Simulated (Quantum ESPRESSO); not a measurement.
# NiO: parallel and opposed starts

Aim: find out which collinear order of NiO costs least.

Method: LDA; plane waves with GBRV 1.5 LDA potentials, no spin-orbit coupling, in Quantum ESPRESSO 7.5.

**1. The structure**

Symmetry: Fm-3m, No. 225, cubic system. Conventional cell: a = 4.172 Å, b = 4.172 Å, c = 4.172 Å, α = 90.00°, β = 90.00°, γ = 90.00°. Nearest to Ni lie 6 O at 2.09 Å. Nearest to O lie 6 Ni at 2.09 Å. Farther neighbours and most contacts between anions are not listed.

Structure file:

```cif
data_structure
_symmetry_space_group_name_H-M 'Fm-3m'
_symmetry_Int_Tables_number 225
_cell_length_a 4.1718
_cell_length_b 4.1718
_cell_length_c 4.1718
_cell_angle_alpha 90.000
_cell_angle_beta 90.000
_cell_angle_gamma 90.000
_cell_volume 72.61
loop_
_atom_site_label
_atom_site_type_symbol
_atom_site_symmetry_multiplicity
_atom_site_Wyckoff_symbol
_atom_site_fract_x
_atom_site_fract_y
_atom_site_fract_z
_atom_site_occupancy
Ni1 Ni 4 a 0.00000 0.00000 0.00000 1
O1 O 4 b 0.50000 0.00000 0.00000 1
```

The cell comes from the Crystallography Open Database.

**2. Run 1 (ferro +)**

The signs are those of the starting moments on the seeded atoms, the atoms that are given a moment.

The input, pw.in:

```
&CONTROL
  calculation = 'scf'
  prefix = 'pwscf'
  outdir = './tmp'
  pseudo_dir = './pseudo'
  disk_io = 'nowf'
/
&SYSTEM
  ibrav = 0
  celldm(1) = 8
  nat = 2
  ntyp = 2
  ecutwfc = 40
  ecutrho = 280
  nbnd = 20
  occupations = 'smearing'
  smearing = 'fd'
  degauss = 0.00367493
  nspin = 2
  starting_magnetization(1) = 0.1111
  starting_magnetization(2) = 0
/
&ELECTRONS
  conv_thr = 4d-09
  electron_maxstep = 150
  mixing_beta = 0.3
/
ATOMIC_SPECIES
Ni     58.6934 ni_lda_v1.4.uspp.F.UPF
O      15.9990 o_lda_v1.2.uspp.F.UPF
CELL_PARAMETERS alat
   0.0000000000000    0.4927228531442    0.4927228531442
   0.4927228531442    0.0000000000000    0.4927228531442
   0.4927228531442    0.4927228531442    0.0000000000000
ATOMIC_POSITIONS crystal
Ni      0.0000000000    0.0000000000    0.0000000000
O       0.5000000000    0.5000000000    0.5000000000
K_POINTS automatic
8 8 8 0 0 0
```

Started as:

```bash
$ OMP_NUM_THREADS=1 mpirun -n 4 pw.x -nk 4 -in pw.in > pw.out
```

Log:

```text
Program PWSCF v.7.5 starts

     Message from routine setup:
     using ibrav=0 with symmetry is DISCOURAGED, use correct ibrav instead

     K-points division:     npool     =       4
     Subspace diagonalization in iterative solution of the eigenvalue problem:

     G-vector sticks info
     --------------------
     sticks:   dense  smooth     PW     G-vecs:    dense   smooth      PW
     Sum         595     349    121                 9721     4279     869

     Using Slab Decomposition

     bravais-lattice index     =            0
     lattice parameter (alat)  =       8.0000  a.u.
     unit-cell volume          =     122.4921 (a.u.)^3
     number of atoms/cell      =            2
     number of atomic types    =            2
     number of electrons       =        24.00
     number of Kohn-Sham states=           20
     kinetic-energy cutoff     =      40.0000  Ry
     charge density cutoff     =     280.0000  Ry
     scf convergence threshold =      4.0E-09
     mixing beta               =       0.3000
     number of iterations used =            8  plain     mixing
     Exchange-correlation= SLA  PZ   NOGX NOGC
                           (   1   1   0   0   0   0   0)

     celldm(1)=   8.000000  celldm(2)=   0.000000  celldm(3)=   0.000000
     celldm(4)=   0.000000  celldm(5)=   0.000000  celldm(6)=   0.000000

     crystal axes: (cart. coord. in units of alat)
               a(1) = (   0.000000   0.492723   0.492723 )
               a(2) = (   0.492723   0.000000   0.492723 )
               a(3) = (   0.492723   0.492723   0.000000 )

     reciprocal axes: (cart. coord. in units 2 pi/alat)
               b(1) = ( -1.014769  1.014769  1.014769 )
               b(2) = (  1.014769 -1.014769  1.014769 )
               b(3) = (  1.014769  1.014769 -1.014769 )

     PseudoPot. # 1 for Ni read from file:
     ni_lda_v1.4.uspp.F.UPF
     Pseudo is Ultrasoft + core correction, Zval = 18.0
     Generated by new atomic code, or converted to UPF format
     Using radial grid of  865 points,  6 beta functions with:
                l(1) =   0
                l(2) =   0
                l(3) =   1
                l(4) =   1
                l(5) =   2
                l(6) =   2
     Q(r) pseudized with 10 coefficients,  rinner =    0.980   0.980   0.980
                                                       0.980   0.980

     PseudoPot. # 2 for O  read from file:
     o_lda_v1.2.uspp.F.UPF
     Pseudo is Ultrasoft + core correction, Zval =  6.0
     Generated by new atomic code, or converted to UPF format
     Using radial grid of  737 points,  5 beta functions with:
                l(1) =   0
                l(2) =   0
                l(3) =   1
                l(4) =   1
                l(5) =   2
     Q(r) pseudized with  8 coefficients,  rinner =    0.900   0.900   0.900
                                                       0.900   0.900

     atomic species   valence    mass     pseudopotential
     Ni               18.00    58.69340     Ni( 1.00)
     O                 6.00    15.99900     O ( 1.00)

     Starting magnetic structure
     atomic species   magnetization
     Ni              0.111
     O               0.000

     48 Sym. Ops., with inversion, found

   Cartesian axes

     site n.     atom                  positions (alat units)
         1        Ni     tau(   1) = (   0.0000000   0.0000000   0.0000000  )
         2        O      tau(   2) = (   0.4927229   0.4927229   0.4927229  )

     number of k points=    29  Fermi-Dirac smearing, width (Ry)=  0.0037
                       cart. coord. in units 2pi/alat
        k(    1) = (   0.0000000   0.0000000   0.0000000), wk =   0.0019531
        k(    2) = (   0.1268462   0.1268462  -0.1268462), wk =   0.0156250
        k(    3) = (   0.2536923   0.2536923  -0.2536923), wk =   0.0156250
        k(    4) = (   0.3805385   0.3805385  -0.3805385), wk =   0.0156250
        k(    5) = (  -0.5073846  -0.5073846   0.5073846), wk =   0.0078125
        [... 24 further k-points ...]

     Dense  grid:     9721 G-vectors     FFT dimensions: (  30,  30,  30)

     Smooth grid:     4279 G-vectors     FFT dimensions: (  24,  24,  24)

     Check: negative core charge=   -0.000015
     Generating pointlists ...
     new r_m :   0.2032 (alat units)  1.6260 (a.u.) for type    1
     new r_m :   0.2032 (alat units)  1.6260 (a.u.) for type    2

     Initial potential from superposition of free atoms

     starting charge      22.0000, renormalised to      24.0000
     Starting wfcs are   17 randomized atomic wfcs +    3 random wfcs

     Self-consistent Calculation

     iteration #  1     ecut=    40.00 Ry     beta= 0.30
     Davidson diagonalization with overlap
     ethr =  1.00E-02,  avg # of iterations =  5.8

     total energy              =    -365.02633764 Ry
     estimated scf accuracy    <      33.97003734 Ry

     total magnetization       =     1.19 Bohr mag/cell
     absolute magnetization    =     1.19 Bohr mag/cell

     iteration #  2     ecut=    40.00 Ry     beta= 0.30
     Davidson diagonalization with overlap
     ethr =  1.00E-02,  avg # of iterations =  3.2

     total energy              =    -374.33908923 Ry
     estimated scf accuracy    <      13.24122606 Ry

     total magnetization       =     0.11 Bohr mag/cell
     absolute magnetization    =     0.14 Bohr mag/cell

     iteration #  3     ecut=    40.00 Ry     beta= 0.30
     Davidson diagonalization with overlap
     ethr =  1.00E-02,  avg # of iterations =  2.0

     total energy              =    -375.32451129 Ry
     estimated scf accuracy    <       0.40297427 Ry

     total magnetization       =     0.64 Bohr mag/cell
     absolute magnetization    =     0.64 Bohr mag/cell

     [... further iterations left out ...]

     iteration # 12     ecut=    40.00 Ry     beta= 0.30
     Davidson diagonalization with overlap
     ethr =  2.18E-08,  avg # of iterations =  1.7

     total energy              =    -375.40790326 Ry
     estimated scf accuracy    <       0.00000160 Ry

     total magnetization       =     0.70 Bohr mag/cell
     absolute magnetization    =     0.70 Bohr mag/cell

     iteration # 13     ecut=    40.00 Ry     beta= 0.30
     Davidson diagonalization with overlap
     ethr =  6.65E-09,  avg # of iterations =  1.0

     total energy              =    -375.40790341 Ry
     estimated scf accuracy    <       0.00000021 Ry

     total magnetization       =     0.70 Bohr mag/cell
     absolute magnetization    =     0.71 Bohr mag/cell

     iteration # 14     ecut=    40.00 Ry     beta= 0.30
     Davidson diagonalization with overlap
     ethr =  8.61E-10,  avg # of iterations =  1.6

     total energy              =    -375.40790353 Ry
     estimated scf accuracy    <       0.00000003 Ry

     total magnetization       =     0.70 Bohr mag/cell
     absolute magnetization    =     0.70 Bohr mag/cell

     iteration # 15     ecut=    40.00 Ry     beta= 0.30
     Davidson diagonalization with overlap
     ethr =  1.08E-10,  avg # of iterations =  2.0

     Magnetic moment per site  (integrated on atomic sphere of radius R)
     atom   1 (R=0.203)  charge= 15.7120  magn=  0.5728
     atom   2 (R=0.203)  charge=  5.5935  magn=  0.1059

     End of self-consistent calculation

     [... lines left out ...]
     the Fermi energy is    13.8077 ev

!    total energy              =    -375.40790355 Ry
     estimated scf accuracy    <          1.0E-09 Ry
     smearing contrib. (-TS)   =      -0.00098245 Ry
     internal energy E=F+TS    =    -375.40692110 Ry

     The total energy is F=E-TS. E is the sum of the following terms:
     one-electron contribution =    -216.90635760 Ry
     hartree contribution      =     122.90388436 Ry
     xc contribution           =     -42.18114036 Ry
     ewald contribution        =    -239.22330751 Ry

     total magnetization       =     0.70 Bohr mag/cell
     absolute magnetization    =     0.70 Bohr mag/cell

     convergence has been achieved in  15 iterations

=------------------------------------------------------------------------------=
   JOB DONE.
=------------------------------------------------------------------------------=
```

The job ended after 4.3 s (4 MPI ranks of Arm Neoverse V2, shared host; peak memory 0.24 GiB).

Spin moment in the atom's sphere by atom:

```
atom  spin moment in the atom's sphere (μB)
 Ni1                                  0.573
  O2                                  0.106
```

Read from the output:

```
smearing term TS       : 0.01337 eV
magnetization          : 0.7 μB
absolute magnetization : 0.703 μB
final state            : ferromagnetic
```

**3. Run 2, typed as antiferro q=(0,1/2,1/2) +−**

The cell is doubled to 4 atoms to hold this order. The wavevector q is in fractions of the reciprocal vectors of the crystal's primitive cell, as the cells of these inputs are built from it; moments change sign between cells as cos(2π q·R).

The input, pw.in:

```
&CONTROL
  calculation = 'scf'
  prefix = 'pwscf'
  outdir = './tmp'
  pseudo_dir = './pseudo'
  disk_io = 'nowf'
/
&SYSTEM
  ibrav = 0
  celldm(1) = 8
  nat = 4
  ntyp = 3
  ecutwfc = 40
  ecutrho = 280
  nbnd = 33
  occupations = 'smearing'
  smearing = 'fd'
  degauss = 0.00367493
  nspin = 2
  starting_magnetization(1) = 0.1111
  starting_magnetization(2) = -0.1111
  starting_magnetization(3) = 0
/
&ELECTRONS
  conv_thr = 8d-09
  electron_maxstep = 150
  mixing_beta = 0.3
/
ATOMIC_SPECIES
Ni1    58.6934 ni_lda_v1.4.uspp.F.UPF
Ni2    58.6934 ni_lda_v1.4.uspp.F.UPF
O      15.9990 o_lda_v1.2.uspp.F.UPF
CELL_PARAMETERS alat
   0.0000000000000    0.4927228531442    0.4927228531442
   0.9854457062883    0.0000000000000    0.9854457062883
   0.9854457062883    0.4927228531442    0.4927228531442
ATOMIC_POSITIONS crystal
Ni1     0.0000000000    0.0000000000    0.0000000000
Ni2     0.0000000000    0.5000000000    0.0000000000
O       0.5000000000    0.0000000000    0.5000000000
O       0.5000000000    0.5000000000    0.5000000000
K_POINTS automatic
8 4 8 0 0 0
```

Log:

```text
[banner, memory and clock lines left out]
Program PWSCF v.7.5 starts

     Message from routine setup:
     using ibrav=0 with symmetry is DISCOURAGED, use correct ibrav instead

     bravais-lattice index     =            0
     lattice parameter (alat)  =       8.0000  a.u.
     unit-cell volume          =     244.9842 (a.u.)^3
     number of atoms/cell      =            4
     number of atomic types    =            3
     number of electrons       =        48.00
     number of Kohn-Sham states=           33
     kinetic-energy cutoff     =      40.0000  Ry
     charge density cutoff     =     280.0000  Ry
     scf convergence threshold =      8.0E-09
     mixing beta               =       0.3000
     number of iterations used =            8  plain     mixing
     Exchange-correlation= SLA  PZ   NOGX NOGC
                           (   1   1   0   0   0   0   0)

     celldm(1)=   8.000000  celldm(2)=   0.000000  celldm(3)=   0.000000
     celldm(4)=   0.000000  celldm(5)=   0.000000  celldm(6)=   0.000000

     crystal axes: (cart. coord. in units of alat)
               a(1) = (   0.000000   0.492723   0.492723 )
               a(2) = (   0.985446   0.000000   0.985446 )
               a(3) = (   0.985446   0.492723   0.492723 )

     reciprocal axes: (cart. coord. in units 2 pi/alat)
               b(1) = ( -1.014769  1.014769  1.014769 )
               b(2) = ( -0.000000 -1.014769  1.014769 )
               b(3) = (  1.014769  1.014769 -1.014769 )

     PseudoPot. # 1 for Ni read from file:
     ni_lda_v1.4.uspp.F.UPF
     Pseudo is Ultrasoft + core correction, Zval = 18.0

     PseudoPot. # 2 for Ni read from file:
     ni_lda_v1.4.uspp.F.UPF
     Pseudo is Ultrasoft + core correction, Zval = 18.0

     PseudoPot. # 3 for O  read from file:
     o_lda_v1.2.uspp.F.UPF
     Pseudo is Ultrasoft + core correction, Zval =  6.0

     atomic species   valence    mass     pseudopotential
     Ni1              18.00    58.69340     Ni( 1.00)
     Ni2              18.00    58.69340     Ni( 1.00)
     O                 6.00    15.99900     O ( 1.00)

     Starting magnetic structure
     atomic species   magnetization
     Ni1             0.111
     Ni2            -0.111
     O               0.000

     16 Sym. Ops., with inversion, found

   Cartesian axes

     site n.     atom                  positions (alat units)
         1        Ni1    tau(   1) = (   0.0000000   0.0000000   0.0000000  )
         2        Ni2    tau(   2) = (   0.4927229   0.0000000   0.4927229  )
         3        O      tau(   3) = (   0.4927229   0.4927229   0.4927229  )
         4        O      tau(   4) = (   0.9854457   0.4927229   0.9854457  )

     number of k points=    39  Fermi-Dirac smearing, width (Ry)=  0.0037
                       cart. coord. in units 2pi/alat
        k(    1) = (   0.0000000   0.0000000   0.0000000), wk =   0.0039062
        k(    2) = (   0.1268462   0.1268462  -0.1268462), wk =   0.0312500
        k(    3) = (   0.2536923   0.2536923  -0.2536923), wk =   0.0312500
        k(    4) = (   0.3805385   0.3805385  -0.3805385), wk =   0.0312500
        k(    5) = (  -0.5073846  -0.5073846   0.5073846), wk =   0.0078125
        [... 34 further k-points ...]

     Dense  grid:    19361 G-vectors     FFT dimensions: (  30,  60,  54)

     Smooth grid:     8463 G-vectors     FFT dimensions: (  24,  45,  40)

     Check: negative core charge=   -0.000015
     Generating pointlists ...
     new r_m :   0.2032 (alat units)  1.6260 (a.u.) for type    1
     new r_m :   0.2032 (alat units)  1.6260 (a.u.) for type    2
     new r_m :   0.2032 (alat units)  1.6260 (a.u.) for type    3

     Initial potential from superposition of free atoms

     starting charge      44.0000, renormalised to      48.0000
     Starting wfcs are   34 randomized atomic wfcs

     Self-consistent Calculation

     iteration #  1     ecut=    40.00 Ry     beta= 0.30
     Davidson diagonalization with overlap
     ethr =  1.00E-02,  avg # of iterations =  3.7

     total energy              =    -730.45810574 Ry
     estimated scf accuracy    <      67.02569053 Ry

     total magnetization       =    -0.00 Bohr mag/cell
     absolute magnetization    =     2.07 Bohr mag/cell

     iteration #  2     ecut=    40.00 Ry     beta= 0.30
     Davidson diagonalization with overlap
     ethr =  1.00E-02,  avg # of iterations =  3.0

     total energy              =    -748.65912136 Ry
     estimated scf accuracy    <      26.13089949 Ry

     total magnetization       =     0.00 Bohr mag/cell
     absolute magnetization    =     0.21 Bohr mag/cell

     [... further iterations left out ...]

     iteration # 19     ecut=    40.00 Ry     beta= 0.30
     Davidson diagonalization with overlap
     ethr =  7.26E-11,  avg # of iterations =  1.2

     total energy              =    -750.81504482 Ry
     estimated scf accuracy    <          8.8E-09 Ry

     total magnetization       =    -0.01 Bohr mag/cell
     absolute magnetization    =     0.83 Bohr mag/cell

     iteration # 20     ecut=    40.00 Ry     beta= 0.30
     Davidson diagonalization with overlap
     ethr =  1.84E-11,  avg # of iterations =  1.9

     Magnetic moment per site  (integrated on atomic sphere of radius R)
     atom   1 (R=0.203)  charge= 15.7150  magn=  0.3699
     atom   2 (R=0.203)  charge= 15.7150  magn= -0.3749
     atom   3 (R=0.203)  charge=  5.5896  magn= -0.0253
     atom   4 (R=0.203)  charge=  5.5895  magn=  0.0244

     End of self-consistent calculation

     [... lines left out ...]
     the Fermi energy is    13.8011 ev

!    total energy              =    -750.81504483 Ry
     estimated scf accuracy    <          4.2E-09 Ry
     smearing contrib. (-TS)   =      -0.00269944 Ry
     internal energy E=F+TS    =    -750.81234539 Ry

     The total energy is F=E-TS. E is the sum of the following terms:
     one-electron contribution =    -433.85712059 Ry
     hartree contribution      =     245.84152551 Ry
     xc contribution           =     -84.35013531 Ry
     ewald contribution        =    -478.44661501 Ry

     total magnetization       =    -0.01 Bohr mag/cell
     absolute magnetization    =     0.83 Bohr mag/cell

     convergence has been achieved in  20 iterations
```

The job ended after 31 s (4 MPI ranks; peak memory 0.35 GiB).

Spin moment in the atom's sphere by atom:

```csv
atom,spin moment in the atom's sphere (μB)
Ni1,0.370
Ni2,-0.375
O3,-0.025
O4,0.024
```

Numbers from this step:

```yaml
smearing_term_ts: 0.03673 eV
magnetization: -0.006 μB
absolute_magnetization: 0.832 μB
final_state: antiferromagnetic
```

**4. Start 3: antiferro q=(0,0,1/2) +−**

This order needs a doubled cell of 4 atoms.

pw.in, as its differences from that of step 3:

```diff
@@ -34,10 +34,10 @@
    0.0000000000000    0.4927228531442    0.4927228531442
-   0.9854457062883    0.0000000000000    0.9854457062883
-   0.9854457062883    0.4927228531442    0.4927228531442
+   0.4927228531442    0.0000000000000    0.4927228531442
+   0.9854457062883    0.9854457062883    0.0000000000000
 ATOMIC_POSITIONS crystal
 Ni1     0.0000000000    0.0000000000    0.0000000000
-Ni2     0.0000000000    0.5000000000    0.0000000000
-O       0.5000000000    0.0000000000    0.5000000000
-O       0.5000000000    0.5000000000    0.5000000000
+Ni2     0.0000000000    0.0000000000    0.5000000000
+O       0.5000000000    0.5000000000    0.2500000000
+O       0.5000000000    0.5000000000    0.7500000000
 K_POINTS automatic
-8 4 8 0 0 0
+8 8 4 0 0 0
```

Log:

```text
     [... lines left out ...]
Program PWSCF v.7.5 starts
     [... lines left out ...]
     number of atoms/cell      =            4
     [... lines left out ...]
     number of electrons       =        48.00
     number of Kohn-Sham states=           33
     kinetic-energy cutoff     =      40.0000  Ry
     charge density cutoff     =     280.0000  Ry
     scf convergence threshold =      8.0E-09
     [... lines left out ...]
     12 Sym. Ops., with inversion, found
     [... lines left out ...]
     number of k points=    35  Fermi-Dirac smearing, width (Ry)=  0.0037
     [... lines left out ...]
     iteration # 14     ecut=    40.00 Ry     beta= 0.30
     [... lines left out ...]
     Magnetic moment per site  (integrated on atomic sphere of radius R)
     atom   1 (R=0.203)  charge= 15.6920  magn=  1.1891
     atom   2 (R=0.203)  charge= 15.6920  magn= -1.1891
     atom   3 (R=0.203)  charge=  5.6128  magn= -0.0000
     atom   4 (R=0.203)  charge=  5.6128  magn= -0.0000
     [... lines left out ...]
     the Fermi energy is    13.8017 ev
!    total energy              =    -750.83764842 Ry
     estimated scf accuracy    <          6.2E-09 Ry
     smearing contrib. (-TS)   =      -0.00012000 Ry
     [... lines left out ...]
     total magnetization       =     0.00 Bohr mag/cell
     absolute magnetization    =     2.63 Bohr mag/cell
     convergence has been achieved in  14 iterations
```

It took 15 s on 4 MPI ranks; peak memory 0.33 GiB; 60 s of CPU time.

Spin moment in the atom's sphere by atom:

```csv
atom,spin moment in the atom's sphere (μB)
Ni1,1.19
Ni2,-1.19
O3,0.00
O4,0.00
```

Read from the output:

```yaml
smearing_term_ts: 0.001633 eV
magnetization: 0 μB
absolute_magnetization: 2.626 μB
final_state: antiferromagnetic
```

[end of part 1 of 2]

[Logs and program files are shortened in this print: banners, set-up blocks, solver, clock and traceback lines can be left out without a mark of their own.]

[Logs are printed without paths, hosts, clocks, repeated set-up lines and the standing remarks that a program may print on its own settings, such as how far it seeks lower states.]

[Hosts, paths, dates, database ids (printed as entryN), source tags and the programs' standing remarks are cut or masked in the printed files.]

[Where a cell is said to come from a database of computed structures, the database is the Materials Project.]
